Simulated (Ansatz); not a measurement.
## TiO2 (I4/m): how G0W0 depends on its starting point

How much of the starting functional survives in the G0W0 gap of TiO2 (I4/m)?

Calculated with Ansatz 0.2.0; G0W0 on several functionals, plane waves, PAW.

This is a report of a sequence of runs, with most program output left out.

In doubt: masses and optical values from hybrid runs of this build are listed as unsure (step 4), which bears on the screening that GW takes from such a start.

**1. The structure**

It takes space group I4/m (No. 87, tetragonal). Conventional cell: a = 8.702 Å, b = 8.702 Å, c = 3.775 Å, α = 90.00°, β = 90.00°, γ = 90.00°. Nearest to Ti lie 6 O at 1.80 to 2.26 Å. Nearest to O lie 4 Ti at 1.95 to 2.26 Å. Nearest to O lie 2 Ti at 1.80 to 1.81 Å. Farther neighbours and most contacts between anions are not listed.

The cell and positions are those that the Materials Project relaxed with its own functionals (PBE, PBE+U or r2SCAN), kept fixed. This is not the form that TiO2 usually takes at ambient conditions.

**2. G0W0 on LDA**

G0W0 replaces the xc potential by the self-energy, built once from these orbitals. Only a window of levels is corrected, while the sums run over the empty bands that the input names. This step takes PAW set soft_1 files.

This step: G0W0 on LDA, plane waves, PAW; PAW set soft_1.

Input file input.yaml:

```yaml
crystal:
  lattice:
    - [-4.3507577183, 4.3507577183, 1.8875555959]
    - [4.3507577183, -4.3507577183, 1.8875555959]
    - [4.3507577183, 4.3507577183, -1.8875555959]
  atoms:
    - { symbol: Ti, position: [0.2922817, 0.00285525, 0.29513695] }
    - { symbol: Ti, position: [0.00285525, 0.7077183, 0.71057354] }
    - { symbol: Ti, position: [0.99714475, 0.2922817, 0.28942646] }
    - { symbol: Ti, position: [0.7077183, 0.99714475, 0.70486305] }
    - { symbol: O, position: [0.49886382, 0.15078472, 0.64964854] }
    - { symbol: O, position: [0.16166201, 0.8403974, 0.00205942] }
    - { symbol: O, position: [0.15078471, 0.50113618, 0.65192089] }
    - { symbol: O, position: [0.15960259, 0.16166201, 0.32126461] }
    - { symbol: O, position: [0.8403974, 0.83833799, 0.67873539] }
    - { symbol: O, position: [0.84921528, 0.49886382, 0.34807911] }
    - { symbol: O, position: [0.83833799, 0.15960259, 0.99794058] }
    - { symbol: O, position: [0.50113618, 0.84921529, 0.35035146] }
kpoints:
  mp_grid: { grid: [4, 4, 4] }
hamiltonian:
  xc: lda
  pseudopotentials: { kind: paw, azcp: { folder: soft_1 }, xc_functional: pbe }
scf:
  occupations: { method: fixed }
gw:
  n_empty_bands: 364
  ecut_chi: 108
  qp_bands: [v4, c4]
  qp_kpoints: band_edges
  screening: { model: contour_deformation }
```

Command:

```console
> ansatz run input.yaml --threads 3 --pin off --max-ram 92160MiB --backend cuda --events-out ev --progress --plain --runs-dir out --devices 1 --max-vram 13GiB
```

Run time: 45 s. Hardware: 1 × NVIDIA H100 80GB HBM3 (shared by 6 runs) with 3 threads of AMD EPYC 7R13 (Zen 3), shared host; peak memory 1.7 GiB.

This step gave:

| Item | Value |
| --- | --- |
| bands summed | 412 |
| RPA ε∞ on this mesh (eigenvalues) | 6.157, 6.157, 6.243 |
| plane waves in the screening matrix | 371 |
| q-points in the mesh | 64 |
| G0W0 gap on the mesh | 3.214 eV |
| k of the valence top | -0.5, -0.5, -0.5 |
| k of the conduction bottom | 0, 0, 0 |
| starting gap on the mesh | 1.526 eV |
| Z at the valence top | 0.7162 |
| Z at the conduction bottom | 0.7430 |
| least direct G0W0 gap on the computed points | 3.991 eV |

The gap on the mesh goes from 1.53 eV to 3.21 eV, a correction of +1.69 eV. Between the two edge states, bare exchange in place of the xc potential would open the gap by 12.44 eV, and correlation takes back 10.75 eV.

**3. G0W0 on r2SCAN**

The same correction from a different start measures what one shot leaves open.

This step: G0W0 on r2SCAN, plane waves, PAW; PAW set soft_1.

input.yaml: that of step 2 with these lines changed.

```diff
@@ -21,4 +21,4 @@
 hamiltonian:
-  xc: lda
-  pseudopotentials: { kind: paw, azcp: { folder: soft_1 }, xc_functional: pbe }
+  xc: r2scan
+  pseudopotentials: { kind: paw, azcp: { folder: soft_1 } }
 scf:
```

Run time: 63 s. Hardware: 1 × NVIDIA H100 80GB HBM3 (shared by 6 runs) with 3 threads; peak memory 2.1 GiB; 1.8 min of CPU time.

Numbers from this step:

```
bands summed                                 : 412
RPA ε∞ on this mesh (eigenvalues)            : 5.313, 5.369, 5.369
plane waves in the screening matrix          : 371
q-points in the mesh                         : 64
G0W0 gap on the mesh                         : 3.130 eV
k of the valence top                         : -0.5, -0.5, -0.5
k of the conduction bottom                   : 0, 0, 0
starting gap on the mesh                     : 2.011 eV
Z at the valence top                         : 0.7295
Z at the conduction bottom                   : 0.7509
least direct G0W0 gap on the computed points : 3.922 eV
```

Against the run with 4×4×4 mesh, 364 empty bands, screening to 108 eV, PAW set soft_1 files on LDA, the gap moves by −0.08 eV, while the start moved by +0.49 eV.

**4. G0W0 on HSE06**

This step: G0W0 on HSE06, plane waves, PAW; PAW set soft_1.

input.yaml: that of step 3 with these lines changed.

```diff
@@ -21,3 +21,3 @@
 hamiltonian:
-  xc: r2scan
+  xc: hse06
   pseudopotentials: { kind: paw, azcp: { folder: soft_1 } }
```

Elapsed: 95 s, on 1 × NVIDIA H100 80GB HBM3 (shared by 6 runs) with 3 threads; peak memory 2.6 GiB.

This step gave:

```
bands summed                                 : 412
RPA ε∞ on this mesh (eigenvalues)            : 4.261, 4.450, 4.450
plane waves in the screening matrix          : 371
G0W0 gap on the mesh                         : 3.429 eV
k of the valence top                         : -0.5, -0.5, -0.5
k of the conduction bottom                   : 0, 0, 0
starting gap on the mesh                     : 3.025 eV
least direct G0W0 gap on the computed points : 4.255 eV
```

Against the run with 4×4×4 mesh, 364 empty bands, screening to 108 eV, PAW set soft_1 files on r2SCAN, the gap moves by +0.30 eV, while the start moved by +1.01 eV.

**5. Side by side**

All on the 4×4×4 mesh with 364 empty bands and screening to 108 eV. Times are wall times on 1 × NVIDIA H100 80GB HBM3 (shared by 6 runs) with 3 threads of AMD EPYC 7R13 (Zen 3), shared host, good to a factor of about two.

```
 start  starting gap (eV)  shift (eV)  G0W0 gap (eV)  RPA ε∞ (harmonic mean)  Z (valence, conduction)  time
   LDA               1.53       +1.69           3.21                    6.19               0.72, 0.74  45 s
r2SCAN               2.01       +1.12           3.13                    5.35               0.73, 0.75  63 s
 HSE06               3.02       +0.40           3.43                    4.39               0.76, 0.78  95 s
```

How the two edges are built up, in eV (the quasiparticle level is the starting level plus Σx plus Σc less Vxc):

```
   run               edge  start      Σx     Σc     Vxc     Z    QP
   LDA        valence top   6.37  -25.82   4.47  -21.26  0.72  6.29
   LDA  conduction bottom   7.90  -12.62  -6.28  -20.51  0.74  9.50
r2SCAN        valence top   6.39  -25.97   4.46  -21.58  0.73  6.46
r2SCAN  conduction bottom   8.40  -12.54  -6.16  -19.88  0.75  9.59
 HSE06        valence top   5.81  -26.02   4.20  -22.20  0.76  6.19
 HSE06  conduction bottom   8.84  -12.02  -5.75  -18.56  0.78  9.62
```

For a hybrid start, Vxc holds its share of exact exchange.

**6. What came out**

| Item | Value |
| --- | --- |
| G0W0@LDA | 3.21 eV (start 1.53 eV) |
| G0W0@r2SCAN | 3.13 eV (start 2.01 eV) |
| G0W0@HSE06 | 3.43 eV (start 3.02 eV) |
| known limits | not at the basis limit |

**Reading.** The starting gaps span 1.50 eV and the G0W0 gaps 0.30 eV. Between LDA and HSE06, 0.22 eV of the 1.50 eV survives, 14 %. The order is not kept throughout: r2SCAN starts 0.49 eV above LDA and ends 0.08 eV below it, so orbitals matter beside the gap. HSE06 screens less than LDA (ε∞ 4.39 against 6.19). Of the 0.22 eV by which its G0W0 gap is higher, the correlation part gives +0.80 eV, and exchange with the one-particle terms, which follow the orbitals, −0.58 eV. The smallest correction, +0.40 eV, is on HSE06, the start nearest to reproducing itself. Bands and cutoff are finite, so the gap is not at the basis limit. The miss can reach some tenths of an eV and take either sign; the mesh is an error of its own.

[Paths, hosts, dates, memory and timing lines, banners, echoed tables and standing remarks are left out of the program output.]

[Logs are printed without paths, hosts, clocks, repeated set-up lines and the standing remarks that a program may print on its own settings, such as how far it seeks lower states.]

[Runs of the session that timed out or met a known fault of the program may be left out.]

[Cells called generated may have been cut or substituted from an entry of the Crystallography Open Database or the Materials Project.]

[Hosts, paths, dates, database ids (printed as entryN), source tags and the programs' standing remarks are cut or masked in the printed files.]
